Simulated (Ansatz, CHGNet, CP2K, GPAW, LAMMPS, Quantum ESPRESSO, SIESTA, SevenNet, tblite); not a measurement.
## Codes compared on glassy 53P2O5-24SrO-24Li2O (mol %) (83 atoms)

Wanted: errors and costs of other methods on glassy 53P2O5-24SrO-24Li2O (mol %) (83 atoms). A plane-wave run serves as the reference.

Main program and level: Ansatz 0.2.0; Kohn-Sham DFT, PBE, PAW, plane waves.

## (1) The starting structure

The cell holds 83 atoms: 18 P, 4 Sr, 8 Li and 53 O. Its edges and angles: a = 10.375 Å, b = 10.375 Å, c = 10.375 Å, α = 90.0°, β = 90.0°, γ = 90.0°. 83 atoms (18 P, 4 Sr, 8 Li, 53 O) placed at random at 2.74 g/cm³, melted at 4000 K for 10 ps at fixed volume with the Morse and Coulomb pair potential with partial charges (Pedone, Malavasi, Menziani, Cormack and Segre, J. Phys. Chem. B 110, 11780 (2006)). Quenched from 4000 K to 300 K at 20 K/ps and fixed volume, held 10 ps at zero pressure, then minimised at fixed cell.

## (2) The reference run

The PAW files are the set soft_2.

input.yaml reads:

```yaml
crystal:
  lattice:
    - [10.37499, 0.0, 0.0]
    - [0.0, 10.37499, 0.0]
    - [0.0, 0.0, 10.37499]
  atoms:
    - { symbol: P, position: [0.68545, 0.87853, 0.06176] }
    - { symbol: P, position: [0.23862, 0.32564, 0.7143] }
    - { symbol: P, position: [0.32809, 0.73756, 0.31561] }
    - { symbol: P, position: [0.07571, 0.89582, 0.72222] }
    [... 73 atom lines left out ...]
    - { symbol: O, position: [0.47663, 0.88277, 0.63304] }
    - { symbol: O, position: [0.25356, 0.42858, 0.15122] }
    - { symbol: O, position: [0.60598, 0.75217, 0.08611] }
    - { symbol: O, position: [0.57805, 0.98378, 0.0514] }
    - { symbol: O, position: [0.78643, 0.34875, 0.36223] }
    - { symbol: O, position: [0.46256, 0.63118, 0.64385] }
kpoints:
  mp_grid: { grid: [1, 1, 1] }
hamiltonian:
  xc: pbe
scf:
  occupations: { method: fermi_dirac, width: 0.05 }
output:
  forces: true
  eigenvalues: true
  populations: true
  stress: true
```

Command:

```
$ ansatz run input.yaml --threads 4 --pin off --max-ram 8192MiB --backend cpu --events-out ev --progress --plain --runs-dir out
```

Numbers of over 12 decimals in the logs are rounded to 6 here.

The program printed:

```text
[...]
Pseudopotentials: kind: paw
Pseudopotential: P, paw, valence charge 5, recommended cutoff 420 eV (normal), P.paw.azcp
Pseudopotential: Sr, paw, valence charge 10, recommended cutoff 420 eV (normal), Sr.paw.azcp
Pseudopotential: Li, paw, valence charge 3, recommended cutoff 420 eV (normal), Li.paw.azcp
Pseudopotential: O, paw, valence charge 6, recommended cutoff 420 eV (normal), O.paw.azcp
[... 5 lines on functional and potentials left out ...]
Crystal: 83 atoms, lattice volume = 1116.768 Å³
Basis set: ecut = 420 eV, 21879 PW (Γ), exchange–correlation on 144×144×144 points (8 copies of the dense FFT grid, shifted against one another)
Bands: 319, of which v1, the nominal top of the filled ones, is band 236 counted from 1 (235 counted from 0)
Symmetry: 1 space group operations
Space group: P1 (ITA 1), of the structure as read, at distance tolerance 1.0e-4 Å
k-points: 1
[... 9 lines on functional and potentials left out ...]
Initial density: superposition of atomic densities (neutral atoms: chi_scale 0, normalization atom), corrected by the library's trained network
Initial wavefunctions: pseudopotential atomic-orbital guess
[...]
SCF iter   1: F=—  HF=-59536.242746 eV  |F-HF|=—  |Δ(HF+E_count)|=         —  Δρ=3.27e-3  dr2=2.17e-1  ethr=1.77e-3  ⟨swp⟩=8.0  Hψ=1805  notcnv=0  defer=60
preconditioner: auto → Resta (q_TF=auto, 2.363 Å⁻¹)  ε∞=3.1  [insulator: Δε(μ)=2.787 eV  Ē_g=16.187 eV  σ=0.050 eV  W_gap=1.00  n_scr=250 (ndim 8)  ℏωp=23.5 eV  f_vac=0.158  D(μ)=0.00/eV (n_scr^D=0)  ε∞_Penn≈3.1]
[...]
SCF iter   8: F=—  HF=-59536.199321 eV  |F-HF|=—  |Δ(HF+E_count)|=   2.13e-6  Δρ=9.92e-6  dr2=9.35e-7  ethr=8.88e-10  ⟨swp⟩=3.0  Hψ=457  notcnv=0  defer=78
SCF iter   9: F=-59536.199321 eV  HF=-59536.199321 eV  |F-HF|=7.51e-8  |Δ(HF+E_count)|=   2.19e-7  Δρ=2.65e-6  dr2=7.34e-8  ethr=2.12e-11  ⟨swp⟩=21.0  Hψ=2711  notcnv=0
SCF 1 converged in 9 iterations: F = -59536.199321 eV  dr2 = 7.34e-8
[...]
SCF converged after 9 iterations
Free energy (F): -59536.199321 eV
Harris-Foulkes:  -59536.199321 eV  (|F-HF|=7.51e-8)
Internal energy: -59536.199321 eV  (E = F + TS)
E sigma→0 (E₀):  -59536.199321 eV
Fermi energy:    5.317351 eV
--- Per-component energies (eV) ---
[...]
Σ components = -59536.199321   (vs F -59536.199321, Δ=0.00e0)
--- Forces (eV/Å), atoms counted from 1 ---
  atom   1  P      1.18116156    -0.23611059     2.05174170
  atom   2  P      2.92687034    -2.02743400     3.40256944
  atom   3  P     -0.03245403     0.51540087     2.44477297
  atom   4  P     -2.49525517    -1.92052167    -2.29911409
[...]
atom  83  O     -0.88255654     0.60637397    -0.67383075
  max |Σ_I F_I| component: 1.50e-5 eV/Å
--- Stress (GPa, compression-positive) ---
        2.886456      -0.183031       0.258751
       -0.183028       1.294338       0.309888
        0.258749       0.309885       2.191855
  P = ⅓ Tr σ = 2.1242 GPa (21.242 kbar)
--- Band table (eV) ---
  k-point 0: bands = ["-40.6193", "-40.6002", "-40.4726", "-40.3383", [... 303 levels ...], "12.9654", "13.0481", "13.1469", "13.1626", "13.2358", "13.2690", "13.3640", "13.3787", "13.4287", "13.5066", "13.5677", "13.5931"]
--- Löwdin populations: 83 sites ---
  site symbol       q [e]
     0      P      2.7731
     1      P      2.8106
     2      P      2.7701
[...]
82      O      6.7193
  spilling = 0.016815 (of n_electrons = 472.000000)
```

Wall time 16 s (4 threads of Arm Neoverse V1, shared host); peak memory 1.4 GiB.

Numbers from this run:

| Item | Value |
| --- | --- |
| free energy | -59536.1993 eV |
| free energy per atom | -717.3036 eV/atom |
| SCF cycles | 9 |
| pressure | 2.124 GPa |
| r.m.s. force component | 1.226 eV/Å |
| longest force | 4.925 eV/Å |
| Fermi energy | 5.317 eV |
| gap (highest filled to lowest empty level) | 2.263 eV |
| spilling of the projection | 0.01682 |

Neighbours are counted within 2.11 Å (O-P), 2.38 Å (O-Li), 3.08 Å (O-Sr).

Length of the force by element and coordination:

```csv
element,coordination,atoms,mean length of the force (eV/Å),spread,least,most
Li,all,8,0.794,0.486,0.121,1.80
Li,2,1,0.604,0,0.604,0.604
Li,3,3,0.518,0.310,0.121,0.879
Li,4,4,1.05,0.518,0.380,1.80
O,all,53,1.65,0.871,0.341,4.22
O,1,2,0.485,0.126,0.360,0.611
O,2,33,1.51,0.810,0.341,3.83
O,3,16,2.03,0.871,0.542,4.22
O,4,2,2.20,0.184,2.02,2.39
P,all,18,3.00,0.929,1.25,4.92
P,4,17,3.04,0.938,1.25,4.92
P,6,1,2.25,0,2.25,2.25
Sr,all,4,0.965,0.511,0.413,1.56
Sr,4,1,1.56,0,1.56,1.56
Sr,6,2,0.945,0.439,0.506,1.38
Sr,7,1,0.413,0,0.413,0.413
```

Löwdin charges by element and coordination (they lack the spilled electrons, 0.096 e an atom on average):

```csv
element,coordination,atoms,mean charge (e),spread,least,most
Li,all,8,0.757,0.0169,0.731,0.784
Li,2,1,0.767,0,0.767,0.767
Li,3,3,0.773,0.0097,0.761,0.784
Li,4,4,0.742,0.0068,0.731,0.750
O,all,53,-0.851,0.099,-1.02,-0.7
O,1,2,-0.838,0.0328,-0.870,-0.805
O,2,33,-0.800,0.0789,-0.971,-0.7
O,3,16,-0.943,0.0636,-1.02,-0.753
O,4,2,-0.957,0.0405,-0.997,-0.916
P,all,18,2.21,0.0336,2.15,2.27
P,4,17,2.22,0.0309,2.15,2.27
P,6,1,2.15,0,2.15,2.15
Sr,all,4,1.78,0.0192,1.77,1.81
Sr,4,1,1.81,0,1.81,1.81
Sr,6,2,1.78,0.012,1.77,1.79
Sr,7,1,1.77,0,1.77,1.77
```

The levels nearest the highest filled one (over half full), pooled over k-points and spins:

```csv
level less the highest filled one (eV),occupation
-0.698,2
-0.647,2
-0.480,2
-0.414,2
-0.326,2
0,2
2.26,0
3.27,0
3.91,0
4.03,0
4.37,0
4.67,0
```

## (3) Local order

Density 2.69 g/cm³, 13.46 Å³ an atom.

Pair distribution functions g(r), in bins of 0.2 Å:

```csv
r (Å),total,O-O,O-P,O-Li,O-Sr,P-P,P-Li
1.40,1.06,0.00,3.85,0.00,0.00,0.00,0.00
1.60,2.73,0.00,9.87,0.00,0.00,0.00,0.00
1.80,0.21,0.00,0.78,0.00,0.00,0.00,0.00
2.00,0.71,0.00,0.00,5.74,0.00,0.00,0.00
2.20,0.16,0.00,0.00,1.09,0.00,0.00,0.00
2.40,1.56,3.65,0.00,0.17,0.34,0.00,0.00
2.60,1.22,2.18,0.07,0.16,4.71,0.00,0.00
2.80,0.33,0.37,0.06,0.14,1.33,0.00,0.40
3.00,0.65,0.80,0.21,0.46,0.49,2.38,0.66
3.20,0.99,0.99,0.36,0.80,0.42,3.33,4.20
3.40,1.02,1.01,1.07,0.81,0.52,0.47,3.00
3.60,0.96,0.75,1.39,1.60,0.32,0.00,0.25
3.80,1.25,0.85,1.84,1.10,1.29,0.00,1.06
4.00,1.24,0.81,1.98,1.44,0.79,0.87,0.97
4.20,1.06,0.89,1.18,1.25,1.67,1.25,0.51
4.40,1.01,0.77,0.92,1.66,0.96,2.14,1.12
4.60,0.99,1.06,0.84,1.04,1.20,1.03,0.88
4.80,1.17,1.40,1.00,0.55,1.64,1.30,0.79
5.00,1.04,1.23,0.90,0.67,1.43,0.99,1.10
```

Bonds by pair of elements; cutoffs follow the first minimum of g(r), held within bounds set by covalent radii, and pairs that aren't listed don't count as bonded:

```csv
pair A-B,cutoff (Å),bonds,mean length (Å),spread (Å),shortest (Å),B about A,A about B
O-P,2.11,74,1.55,0.06,1.47,1.40,4.11
O-Li,2.38,27,2.04,0.084,1.94,0.509,3.38
O-Sr,3.08,23,2.66,0.137,2.48,0.434,5.75
```

How many atoms have how many bonded neighbours:

```csv
element,mean,1,2,3,4,6,7
Li,3.38,0,1,3,4,0,0
O,2.34,2,33,16,2,0,0
P,4.11,0,0,0,17,1,0
Sr,5.75,0,0,0,1,2,1
```

Oxygen atoms by the number of network formers (Si, P, Ge, B, Al, As, Ga) bound to them:

```csv
network formers bound to O,O atoms,per cent
0,0,0
1,32,60.4
2,21,39.6
```

Network units: each former by its oxygen neighbours and how many of them bridge to another former:

```csv
former,O neighbours,bridging O,atoms
P,4,0,1
P,4,1,2
P,4,2,8
P,4,3,6
P,6,6,1
```

Rings of the network by King's shortest-path rule, up to 12 atoms, one path for each pair of neighbours; H, halogens, alkali and alkaline-earth atoms are left out, and the last column divides by all other atoms, bonded or not:

```csv
ring size (atoms),rings,per network atom
8,1,0.014
10,1,0.014
```

## (4) The ladder

The programs:
- CHGNet: machine-learned potential, published weights.
- CP2K 2026.2: Gaussian basis with GTH pseudopotentials and a plane-wave density; labels give functional, basis (MOLOPT sets; SR short-range, UZH the newer set with its own potentials), grid cutoff/relative cutoff and solver (OT: orbital transformation; TRS4, TC2, SIGN: linear-scaling purification with its sparsity filter), or its built-in tight binding.
- GPAW 26.7.0: PAW with atomic orbitals (LCAO), plane waves or a real-space grid of spacing h.
- Quantum ESPRESSO 7.5: plane waves; labels (QE) give functional, pseudopotential set and cutoffs of waves/density.
- SIESTA 5.4.2: numerical atomic orbitals, whose automatically made sets are far from complete, with PseudoDojo norm-conserving potentials that we converted to its format (checked against plane waves on the same files for H, C, O, Si, Ge and Ca alone); labels give functional, basis size, energy shift and mesh cutoff.
- SevenNet: machine-learned potential, published weights.
- tblite 0.8.0: extended tight binding, driven from Python.

All use the same cell and atoms; the electronic-structure runs use the same k-mesh, and an electronic temperature of 580 K (0.05 eV) where levels are smeared.

Differences are against the plane-wave reference, forces as r.m.s. over components; share is that over the reference's r.m.s. force, slope the least-squares factor from reference forces to these. Total energies of different programs have different zeros and aren't compared.

```csv
run,"Δ force, r.m.s. (meV/Å)",share (%),slope,Δ pressure (GPa),Δ gap (eV),cores,CPU time,memory (GiB)
reference,-,-,-,-,-,4,59 s,1.4
CHGNet 0.3.0 potential,179,14.6,0.949,0.301,-,1,3.2 s,1.1
CHGNet r2SCAN potential,449,36.6,0.741,-4.62,-,1,3.2 s,1.1
"CP2K PBE, DZVP-MOLOPT-SR, 800/50 Ry, OT DIIS",112,9.11,1.075,1.02,-0.369,4,9.7 min,3.6
"CP2K PBE, DZVP-MOLOPT-SR, 800/50 Ry, TC2 filter 1e-03, SCF 1e-04 (coarse)",345,28.1,0.928,-0.203,-,4,2.3 min,3.5
"CP2K PBE, DZVP-UZH, 800/50 Ry, OT DIIS",74.2,6.05,1.038,0.959,-0.292,4,10 min,3.5
"GPAW PBE, LCAO dzp, h 0.16 Å",587,47.9,1.199,-,-0.288,2,3.8 min,2.2
"GPAW PBE, LCAO dzp, h 0.18 Å",588,48.0,1.200,-,-0.289,1,2.6 min,1.4
"GPAW PBE, LCAO sz(dzp), h 0.18 Å (coarse)",3218,262,1.633,-,-1.74,1,58 s,1.1
"GPAW revPBE, LCAO dzp, h 0.18 Å",628,51.2,1.222,-,-0.268,1,2.6 min,1.4
"QE PBE, sssp-1.3.0-efficiency, 60/480 Ry",93.6,7.64,1.010,0.569,0.0022,4,11 min,3.4
"SIESTA PBE, DZ, shift 0.01 Ry, mesh 500 Ry (coarse)",2355,192,1.531,23.5,-1.26,2,2 min,1.3
"SIESTA PBE, DZP, shift 0.01 Ry, mesh 500 Ry",842,68.6,1.174,5.29,-0.650,2,4.6 min,1.9
"SIESTA PBE, DZP, shift 0.02 Ry, mesh 500 Ry",726,59.2,1.175,3.24,-0.716,2,3.3 min,1.6
"SIESTA PBE, SZP, shift 0.01 Ry, mesh 500 Ry (coarse)",1742,142,1.462,15.2,-1.19,2,3.9 min,1.8
"SIESTA PBE, TZP, shift 0.01 Ry, mesh 500 Ry",712,58.0,1.121,3.58,-0.606,4,6.2 min,2.6
SevenNet l3i5 potential,97.5,7.95,0.946,-0.551,-,1,9.6 s,1.6
tblite GFN1-xTB,435,35.5,0.931,-2.72,-,1,5.6 s,0.14
```

Rows marked coarse were listed beforehand as settings not expected to be converged; some can still land near the reference.

Times of the machine-learned potentials are mostly Python's start and the loading of weights.

CPU time is summed over cores on a shared host, where runs went side by side, so it is rough. Symmetry, cutoffs, thresholds, outputs and thread counts weren't matched or tuned between programs; memory under MPI is the largest rank's times the ranks.

Mean charges by element (e), by run and scheme:

```csv
run,scheme,P,Sr,Li,O
reference,Löwdin,+2.21,+1.78,+0.76,-0.85
"CP2K PBE, DZVP-MOLOPT-SR, 800/50 Ry, OT DIIS",Mulliken,+0.73,+1.28,+0.63,-0.44
"CP2K PBE, DZVP-MOLOPT-SR, 800/50 Ry, OT DIIS",Hirshfeld,+0.54,+0.61,+0.23,-0.26
"CP2K PBE, DZVP-UZH, 800/50 Ry, OT DIIS",Mulliken,+1.15,+1.49,+0.70,-0.61
"CP2K PBE, DZVP-UZH, 800/50 Ry, OT DIIS",Hirshfeld,+0.53,+0.59,+0.22,-0.26
"SIESTA PBE, DZP, shift 0.01 Ry, mesh 500 Ry",Hirshfeld,+0.48,+0.61,+0.11,-0.22
"SIESTA PBE, DZP, shift 0.02 Ry, mesh 500 Ry",Hirshfeld,+0.41,+0.62,+0.07,-0.20
"SIESTA PBE, TZP, shift 0.01 Ry, mesh 500 Ry",Hirshfeld,+0.49,+0.63,+0.13,-0.23
tblite GFN1-xTB,Mulliken,+0.53,+1.22,+0.73,-0.38
```

The reference's Löwdin charges lack the electrons that the projection spills, 0.096 e an atom on average.

Within one program, basis, potentials and functional, energies share a zero. Each run against its twin at the usual cutoff or grid and solver:

```csv
run,twin,Δ energy (meV/atom),"Δ force, r.m.s. (meV/Å)",CPU time over the twin's
"CP2K PBE, DZVP-MOLOPT-SR, 800/50 Ry, TC2 filter 1e-03, SCF 1e-04","DZVP-MOLOPT-SR, 800/50 Ry, OT DIIS",7.36,398,0.23
"GPAW PBE, LCAO dzp, h 0.16 Å","LCAO dzp, h 0.18 Å",-50.9,36.3,1.5 (this twin ran on 1 cores)
```

## (5) Results

```
reference r.m.s. force component                       : 1.23 eV/Å
nearest in forces                                      : CP2K PBE, DZVP-UZH, 800/50 Ry, OT DIIS, 6.1 %
farthest in forces                                     : GPAW PBE, LCAO sz(dzp), h 0.18 Å (coarse), 262 %
cheapest electronic-structure run beside the reference : tblite GFN1-xTB, 5.6 s of CPU time
```

**Reading.** PBE on plane waves or a grid with other potentials, cutoffs or grids, coarse settings apart, differs from the reference by 7.6 % (QE PBE, sssp-1.3.0-efficiency, 60/480 Ry) of the r.m.s. force; potentials, valence shells or grid differ, and the table alone doesn't part them (QE's 60 Ry are 816 eV, against the reference's 420 eV). The PBE runs in local orbitals, coarse settings apart, differ by 6.1 % (CP2K PBE, DZVP-UZH, 800/50 Ry, OT DIIS) to 69 % (SIESTA PBE, DZP, shift 0.01 Ry, mesh 500 Ry); basis, grid and potentials can all enter. Tight binding differs by 35 % (tblite GFN1-xTB); it is another model, with fitted parameters of its own, and the xTB methods hold dispersion. Machine-learned potentials differ by 8.0 % (SevenNet l3i5 potential) to 37 % (CHGNet r2SCAN potential); they were trained on other programs' data, some at another functional. Rows with another functional or a dispersion term differ by 51 % (GPAW revPBE, LCAO dzp, h 0.18 Å), which mixes the change of model with differences of basis and potentials. Runs with settings chosen to be coarse differ by 28 % (CP2K PBE, DZVP-MOLOPT-SR, 800/50 Ry, TC2 filter 1e-03, SCF 1e-04) to 262 % (GPAW PBE, LCAO sz(dzp), h 0.18 Å), their programs' other errors included. One electronic-structure run takes under half the reference's CPU time: tblite GFN1-xTB, at 35 % in 5.6 s against 59 s; its pressure misses by -2.7 GPa. At the same functional, gaps differ from the reference's 2.26 eV by between -1.74 and +0.00 eV. In pressure, SIESTA PBE, DZ, shift 0.01 Ry, mesh 500 Ry misses by +23.5 GPa, at the same functional. Charges hang on model, scheme and program or settings: among these rows the mean for P runs from +0.41 to +2.21 e. In the reference: filled and empty levels are parted by 2.26 eV (at Γ alone); a semilocal functional tends to put such gaps too low. In a disordered cell it changes from sample to sample, and tail or defect levels can set it. In the reference: mean Löwdin charges: Li +0.76, O -0.85, P +2.21, Sr +1.78 e (they miss 1.7 % of the electrons, so they add up to more than the cell's charge). Periodic xTB results under one method name differ between programs and library versions. The potentials hold different valence shells: 472 electrons in the reference, 456 in GPAW; this bears on time and differences. In our tests on small cells the SSSP efficiency potentials stood apart from two norm-conserving sets, for C–F bonds most and for P–O bonds less, so differences between them and other runs here needn't be the other run's error. Machine-learned potentials mimic data converged in k, so the reference's own k-point error enters their differences. The quench rate of 20 K/ps is many orders above laboratory rates, so the cell is likely richer in defects and strain than a real sample. The network of bonds at the start is that of the classical potential that made the cell, and needn't be the one that DFT or experiment would give. The reference's pressure of 2.1 GPa belongs to a cell and atoms that aren't relaxed at this level. The electronic-structure runs sample only Γ, in a cell whose shortest periodic width is 10 Å.

[Also dropped from logs without a mark: logging warnings of Python, and SIESTA's first energy breakdown and zero terms.]

[Logs are printed without paths, hosts, clocks, repeated set-up lines and the standing remarks that a program may print on its own settings, such as how far it seeks lower states.]

[Hosts, paths, dates, database ids (printed as entryN), source tags and the programs' standing remarks are cut or masked in the printed files.]
